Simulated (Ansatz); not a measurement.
In doubt: one-shot GW on d or f shells is unsure, so the values of those runs are not to be relied on.

Rows from a G0W0 calculation on KBaCeBiO6 (F-43m) (Ansatz 0.2.0; G0W0 on PBE+U, plane waves, PAW; PAW set soft_1; 2×2×2 mesh, 693 empty bands, screening to 150 eV, PAW set soft_1 files), in eV. Spin-orbit coupling is left out.

```tsv
row	Σx	Σc	Vxc	Z
A	-17.38	-3.05	-21.17	0.74
B	-16.95	-3.25	-20.95	0.74
C	-25.93	5.06	-20.39	0.69
D	-24.21	-10.88	-36.24	0.56
E	-25.82	5.05	-20.29	0.69
F	-23.17	-11.88	-35.95	0.55
```

Q: Which rows are filled states and which are empty ones, and how can one tell?

Filled: C and E. Empty: A, B, D and F. The sign of Σc tells: for a filled state bare exchange, which holds its interaction with itself, lies below Vxc (Σx − Vxc is -5.5 eV or lower here) and screening gives part back as a positive Σc. For an empty state Σx lies above Vxc (+3.8 eV or more) and the Coulomb hole leaves Σc negative.

[Paths, hosts, dates, memory and timing lines, banners, echoed tables and standing remarks are left out of the program output.]

[Logs are printed without paths, hosts, clocks, repeated set-up lines and the standing remarks that a program may print on its own settings, such as how far it seeks lower states.]

[Runs of the session that timed out or met a known fault of the program may be left out.]

[Cells called generated may have been cut or substituted from an entry of the Crystallography Open Database or the Materials Project.]

[Hosts, paths, dates, database ids (printed as entryN), source tags and the programs' standing remarks are cut or masked in the printed files.]
